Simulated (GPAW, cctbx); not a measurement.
# KBe2Te2: what bonding does to one electron reflection, worked out

KBe2Te2, I4/mmm (no. 139), a = 4.3393 Å, b = 4.3393 Å, c = 14.0614 Å, α = 90.00°, β = 90.00°, γ = 90.00°.

| atom | mult. | x | y | z |
| --- | --- | --- | --- | --- |
| Te1 | 4 | 0 | 0 | 0.3446 |
| K1 | 2 | 0 | 0 | 0 |
| Be1 | 4 | 1/2 | 0 | 1/4 |

The cell comes from substitution in a known structure type and wasn't matched to any measured phase.

A DFT run (GPAW, PBE, 450 eV, 6×6×6 k-points, Fermi–Dirac width 0.1 eV) gives the static X-ray structure factor of 002 as 53.472 e for the conventional cell; superposed free atoms give 53.041 e. **Problem.** Find the Fourier component V of the crystal potential and the two-beam extinction distance at 300 kV in both cases.

**1. Geometry**

The cell volume is Ω = 264.77 Å³ and d(002) = 7.0307 Å, so g = 1/d = 0.1422 Å⁻¹.

**2. The nuclei**

Electrons feel nuclei as well as electrons, so the nuclear charges are summed with the same phases.

Phase sums Σ exp(2πi h·x), turned so that the total is real and positive: Te +1.492, K -2.000, Be +4.000. Then F_Z = 52 × (+1.492) + 19 × (-2.000) + 4 × (+4.000) = 55.57 e. The electron term has the same sign for this reflection.

**3. Mott–Bethe**

Poisson's equation, term by term, gives V = (e/4πε₀)(F_Z − F)/(πΩg²), with e/4πε₀ = 14.3996 V Å.

The prefactor is 14.3996 × 7.0307²/(π × 264.77) = 0.85571 V per electron. Free atoms: (55.57 − 53.041) × 0.85571 = 2.166 V. Crystal: (55.57 − 53.472) × 0.85571 = 1.797 V. F changes by +0.81 % and V by -17.0 %: the same 0.43 e is measured against F_Z − F = 2.5 e in place of F = 53.0 e.

**4. Extinction distance**

In the two-beam case ξ = 1/(λU) with U = 2γm₀eV/h², that is ξ = 150.41 V Å²/(γλV).

At 300 kV, λ = 0.01969 Å and γ = 1.5871. Free atoms: ξ = 2222 Å. Crystal: ξ = 2678 Å. The thickness fringes go as sin²(πt/ξ), so the two patterns slip by a quarter of a period when t|1/ξ₁ − 1/ξ₀| = 1/4, at t ≈ 326 nm. Thermal motion, absorption and many-beam coupling, left out here, change a real pattern.

**5. Answer**

V(002) is 1.80 V against 2.17 V, and ξ is 2678 against 2222 Å. Limits: static atoms, two beams.
